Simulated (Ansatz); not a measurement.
# Elastic response of KH6C3NO5 (P2_1/c) (64 atoms), part 3 of 3

Aim: relax KH6C3NO5 (P2_1/c) (64 atoms), then change its volume and shape to read moduli from the stress.

Ansatz 0.2.0; Kohn-Sham DFT, LDA, PAW (set soft_2), plane waves.

So far. Step 10 (Stretched by 1 % along x): The relaxation converged after 6 steps, 0.0392 eV below its start, with a largest force component of 0.011 eV/Å. Step 10 (Stretched by 1 % along x): Stretched by 1 % along x: the energy stands 0.0176 eV above that of the reference, at a pressure of -0.412 GPa.

## Step 11: Compressed by 1 % along x

The relaxed cell is strained along x alone, which gives the stiffness along x and its coupling to y and z.

Input file input.yaml:

```yaml
crystal:
  lattice:
    - [7.23851, -0.00022, -0.01876]
    - [-0.00039, 12.54974, -5.0e-05]
    - [-1.77448, 3.0e-05, 6.34244]
  atoms:
    [... the 64 atom lines of step 4 ...]
kpoints:
  mp_grid: { grid: [2, 1, 2] }
hamiltonian:
  xc: lda
scf:
  occupations: { method: fixed }
output:
  forces: true
  eigenvalues: true
  stress: true
relax:
  f_tol: 0.05
  max_steps: 70
```

Started as:

```sh
$ ansatz run input.yaml --threads 4 --pin off --max-ram 8192MiB --backend cpu --events-out ev --progress --plain --runs-dir out
```

Numbers of over 12 decimals in the logs are rounded to 6 here.

The log of the run:

```text
[...]
Crystal: 64 atoms, lattice volume = 575.738 Å³
Basis set: ecut = 420 eV, 11203 PW (Γ)
Bands: 188, of which v1, the nominal top of the filled ones, is band 124 counted from 1 (123 counted from 0)
Symmetry: 1 space group operations
[...]
k-points: 4
[...]
SCF iter   1: F=—  HF=-21880.546563 eV  |F-HF|=—  |Δ(HF+E_count)|=         —  Δρ=1.19e-2  dr2=6.76e-1  ethr=1.77e-3  ⟨swp⟩=5.0  Hψ=2698  notcnv=0  defer=246
[...]
SCF iter   7: F=-21880.302929 eV  HF=-21880.302934 eV  |F-HF|=4.61e-6  |Δ(HF+E_count)|=   9.03e-6  Δρ=4.61e-5  dr2=1.02e-5  ethr=2.52e-8  ⟨swp⟩=16.0  Hψ=5085  notcnv=0
SCF 1 converged in 7 iterations: F = -21880.302929 eV  dr2 = 1.02e-5
[...]
relax step   1: F+E_penalty+E_count = -21880.30292900 eV  Δ(F+E_penalty+E_count) = +0.000e0 eV  max|allowed force component| = 5.900e-1 eV/Å  Δτ_max = 0.0000 Å  (7 SCF iters, dr2 threshold 6.25e-5 eV, accepted)
[...]
relax step   2: F+E_penalty+E_count = -21880.33714777 eV  Δ(F+E_penalty+E_count) = -3.422e-2 eV  max|allowed force component| = 1.895e-1 eV/Å  Δτ_max = 0.0181 Å  (5 SCF iters, dr2 threshold 2.18e-5 eV, accepted)
[...]
relax step   3: F+E_penalty+E_count = -21880.34256684 eV  Δ(F+E_penalty+E_count) = -5.419e-3 eV  max|allowed force component| = 1.334e-1 eV/Å  Δτ_max = 0.0193 Å  (7 SCF iters, accepted)
relax step   4: F+E_penalty+E_count = -21880.34359792 eV  Δ(F+E_penalty+E_count) = -1.031e-3 eV  max|allowed force component| = 9.514e-2 eV/Å  Δτ_max = 0.0139 Å  (7 SCF iters, accepted)
relax step   5: F+E_penalty+E_count = -21880.34425323 eV  Δ(F+E_penalty+E_count) = -6.553e-4 eV  max|allowed force component| = 9.146e-3 eV/Å  Δτ_max = 0.0061 Å  (4 SCF iters, dr2 threshold 4.49e-6 eV, accepted)
[...]
relax step   6: F+E_penalty+E_count = -21880.34425350 eV  Δ(F+E_penalty+E_count) = -2.737e-7 eV  max|allowed force component| = 9.134e-3 eV/Å  Δτ_max = 0.0000 Å  (3 SCF iters, accepted)
SCF converged after 3 iterations
Free energy (F): -21880.344254 eV
[...]
Internal energy: -21880.344254 eV  (E = F + TS)
E sigma→0 (E₀):  -21880.344254 eV
Fermi energy:    2.159148 eV
[...]
--- Forces (eV/Å), atoms counted from 1 ---
  atom   1  K      0.00144052    -0.00150432     0.00004687
  atom   2  K     -0.00144102    -0.00165392     0.00006585
  atom   3  K     -0.00151698     0.00158227    -0.00014833
  atom   4  K      0.00143964     0.00167754     0.00000896
  atom   5  H      0.00046528     0.00024465     0.00173753
  atom   6  H     -0.00036943     0.00042547    -0.00196723
  atom   7  H     -0.00054395    -0.00032811    -0.00159137
  atom   8  H      0.00051736    -0.00024501     0.00178800
  atom   9  H     -0.00092684     0.00139958     0.00016755
  atom  10  H      0.00073146     0.00093282    -0.00023170
  atom  11  H      0.00095206    -0.00152683    -0.00021596
  atom  12  H     -0.00088481    -0.00128709     0.00018349
  atom  13  H      0.00340965    -0.00639664    -0.00314800
  atom  14  H     -0.00348164    -0.00646816     0.00319062
[...]
atom  63  O     -0.00017652     0.00028931    -0.00241804
  atom  64  O      0.00007703     0.00017107     0.00236791
  max |Σ_I F_I| component: 3.99e-5 eV/Å
--- Stress (GPa, compression-positive) ---
        0.842820       0.000569       0.002665
        0.000568       0.212172       0.000510
        0.002665       0.000510       0.162289
  P = ⅓ Tr σ = 0.4058 GPa (4.058 kbar)
--- Band table (eV) ---
[...]
--- Relaxed structure (6 steps of the walk, 6 accepted, 0 SCFs on fresh bases) ---
  F+E_penalty+E_count = -21880.34425350 eV   max|allowed force component| = 9.134e-3 eV/Å
  atoms:
    - { symbol: K, position: [0.489878, 0.635079, 0.097212] }
    - { symbol: K, position: [0.509842, 0.135081, 0.402805] }
    - { symbol: K, position: [0.509800, 0.365194, 0.902787] }
    - { symbol: K, position: [0.489892, 0.865194, 0.597216] }
[...]
- { symbol: O, position: [0.781598, 0.977567, 0.558725] }
```

Elapsed: 46 s, on 4 threads of Arm Neoverse V2, shared host; peak memory 2.1 GiB; 3 min of CPU time.

The relaxation converged after 6 steps, 0.0413 eV below its start, with a largest force component of 0.0091 eV/Å.

Compressed by 1 % along x: the energy stands 0.0179 eV above that of the reference, at a pressure of 0.406 GPa.

## Step 12: Sheared by 2 % in xy

A shear of the relaxed cell gives the modulus that volume changes can't reach.

input.yaml, the sections that differ from step 11:

```yaml
crystal:
  lattice:
    - [7.31163, 0.0729, -0.01876]
    - [0.12511, 12.54974, -5.0e-05]
    - [-1.7924, -0.01789, 6.34244]
  atoms:
    [... the 64 atom lines of step 4 ...]
# kpoints, hamiltonian, scf, output, relax: as in step 11
```

The log of the run:

```text
[...]
Crystal: 64 atoms, lattice volume = 581.497 Å³
Basis set: ecut = 420 eV, 11337 PW (Γ)
Bands: 188, of which v1, the nominal top of the filled ones, is band 124 counted from 1 (123 counted from 0)
Symmetry: 1 space group operations
[...]
k-points: 4
[...]
SCF iter   1: F=—  HF=-21880.530117 eV  |F-HF|=—  |Δ(HF+E_count)|=         —  Δρ=1.18e-2  dr2=6.72e-1  ethr=1.77e-3  ⟨swp⟩=5.0  Hψ=2703  notcnv=0  defer=246
[...]
SCF iter   6: F=—  HF=-21880.289387 eV  |F-HF|=—  |Δ(HF+E_count)|=   7.83e-5  Δρ=1.20e-4  dr2=7.04e-5  ethr=2.60e-7  ⟨swp⟩=2.0  Hψ=991  notcnv=0  defer=248
SCF iter   7: F=-21880.289390 eV  HF=-21880.289395 eV  |F-HF|=5.09e-6  |Δ(HF+E_count)|=   8.64e-6  Δρ=4.79e-5  dr2=1.12e-5  ethr=2.52e-8  ⟨swp⟩=16.0  Hψ=4969  notcnv=0
SCF 1 converged in 7 iterations: F = -21880.289390 eV  dr2 = 1.12e-5
[...]
relax step   1: F+E_penalty+E_count = -21880.28939021 eV  Δ(F+E_penalty+E_count) = +0.000e0 eV  max|allowed force component| = 4.477e-1 eV/Å  Δτ_max = 0.0000 Å  (7 SCF iters, dr2 threshold 6.25e-5 eV, accepted)
[...]
relax step   2: F+E_penalty+E_count = -21880.34253038 eV  Δ(F+E_penalty+E_count) = -5.314e-2 eV  max|allowed force component| = 1.934e-1 eV/Å  Δτ_max = 0.0268 Å  (6 SCF iters, dr2 threshold 1.25e-5 eV, accepted)
[...]
relax step   3: F+E_penalty+E_count = -21880.34711081 eV  Δ(F+E_penalty+E_count) = -4.580e-3 eV  max|allowed force component| = 1.925e-1 eV/Å  Δτ_max = 0.0201 Å  (8 SCF iters, accepted)
relax step   4: F+E_penalty+E_count = -21880.35080294 eV  Δ(F+E_penalty+E_count) = -3.692e-3 eV  max|allowed force component| = 4.609e-2 eV/Å  Δτ_max = 0.0141 Å  (5 SCF iters, dr2 threshold 6.91e-6 eV, accepted)
[...]
relax step   5: F+E_penalty+E_count = -21880.35080397 eV  Δ(F+E_penalty+E_count) = -1.028e-6 eV  max|allowed force component| = 4.608e-2 eV/Å  Δτ_max = 0.0000 Å  (4 SCF iters, accepted)
SCF converged after 4 iterations
Free energy (F): -21880.350804 eV
[...]
Internal energy: -21880.350804 eV  (E = F + TS)
E sigma→0 (E₀):  -21880.350804 eV
Fermi energy:    2.078589 eV
[...]
Σ components = -21880.350804   (vs F -21880.350804, Δ=0.00e0)
--- Forces (eV/Å), atoms counted from 1 ---
  atom   1  K     -0.00149001     0.00057600    -0.00052748
  atom   2  K     -0.00263306    -0.00137644    -0.00145915
  atom   3  K      0.00174159    -0.00074527     0.00105479
  atom   4  K      0.00231348     0.00150030     0.00139592
[...]
atom  64  O     -0.00358168    -0.00174105    -0.00144831
  max |Σ_I F_I| component: 2.25e-5 eV/Å
--- Stress (GPa, compression-positive) ---
        0.002290      -0.215010      -0.013994
       -0.215010      -0.014608      -0.034352
       -0.013994      -0.034352      -0.007623
  P = ⅓ Tr σ = -0.0066 GPa (-0.066 kbar)
--- Band table (eV) ---
[...]
--- Relaxed structure (5 steps of the walk, 5 accepted, 0 SCFs on fresh bases) ---
  F+E_penalty+E_count = -21880.35080397 eV   max|allowed force component| = 4.608e-2 eV/Å
  atoms:
    - { symbol: K, position: [0.491168, 0.635860, 0.095699] }
    - { symbol: K, position: [0.508200, 0.135286, 0.401889] }
    - { symbol: K, position: [0.508493, 0.364412, 0.904284] }
    - { symbol: K, position: [0.491551, 0.864984, 0.598108] }
[...]
- { symbol: O, position: [0.781777, 0.976566, 0.560123] }
```

The job ended after 41 s (4 threads; peak memory 2.1 GiB; 2.6 min of CPU time).

The relaxation converged after 5 steps, 0.0614 eV below its start, with a largest force component of 0.046 eV/Å.

Sheared by 2 % in xy: the energy stands 0.0114 eV above that of the reference, at a pressure of -0.00665 GPa.

## Step 13: Pressure against volume

Atoms are relaxed at each volume, in the scaled cell.

| volume change (%) | volume (Å³/atom) | energy change (meV/atom) | pressure (GPa) | largest move on relaxing (Å) | bonds | gap (eV) |
| --- | --- | --- | --- | --- | --- | --- |
| -10 | 8.178 | 11.40 | 4.58 | 0.16 | 84 | 3.93 |
| -6 | 8.542 | 3.64 | 2.36 | 0.10 | 84 | 4.01 |
| -3 | 8.814 | 0.84 | 1.03 | 0.05 | 84 | 4.06 |
| +0 | 9.087 | 0.00 | 0.01 | - | 84 | 4.12 |
| +3 | 9.359 | 0.74 | -0.86 | 0.05 | 84 | 4.16 |
| +6 | 9.632 | 2.83 | -1.55 | 0.10 | 84 | 4.20 |

## Step 14: Uniaxial strain and shear

Stress (GPa, compression positive) less that of the relaxed cell, atoms relaxed:

| strain | xx | yy | zz | xy | energy change (meV/atom) |
| --- | --- | --- | --- | --- | --- |
| stretched by 1 % along x | -0.839 | -0.218 | -0.195 | 0.000 | 0.28 |
| compressed by 1 % along x | 0.841 | 0.208 | 0.152 | 0.000 | 0.28 |
| sheared by 2 % in xy | 0.000 | -0.019 | -0.018 | -0.216 | 0.18 |

## Step 15: What came out

The bulk modulus, from the slope of pressure against ln V over the three points nearest the relaxed volume, is 31.6 GPa; a quadratic over all points gives a pressure derivative of about 6.8. The gap goes from 3.93 eV at the smallest volume to 4.20 eV at the largest, +1.6 eV per unit of ln V by a straight line, on the run's k-points. In the Cartesian axes of the cell, finite differences give C11 = 84.0, C12 = 21.3, C13 = 17.3 and C66 = 10.8 GPa (the shear of 2 % is the engineering strain, εxy = 0.01).

Caveats: Strains are finite and relaxations stop at the force tolerance of the input, which can leave moduli too stiff; they are those of a static cell at zero temperature. Volumes are changed with the cell's shape held, so in an anisotropic solid the modulus lies over the one under free hydrostatic load. The program notes that the SCF threshold of the relaxations is loose for the stress. The reference functional has no dispersion term, which matters for the binding between molecules or layers, where LDA binds through overlap of densities alone.

The DFT runs together took 8.3 min of wall time.

[Logs are printed without paths, hosts, clocks, repeated set-up lines and the standing remarks that a program may print on its own settings, such as how far it seeks lower states.]

[Hosts, paths, dates, database ids (printed as entryN), source tags and the programs' standing remarks are cut or masked in the printed files.]
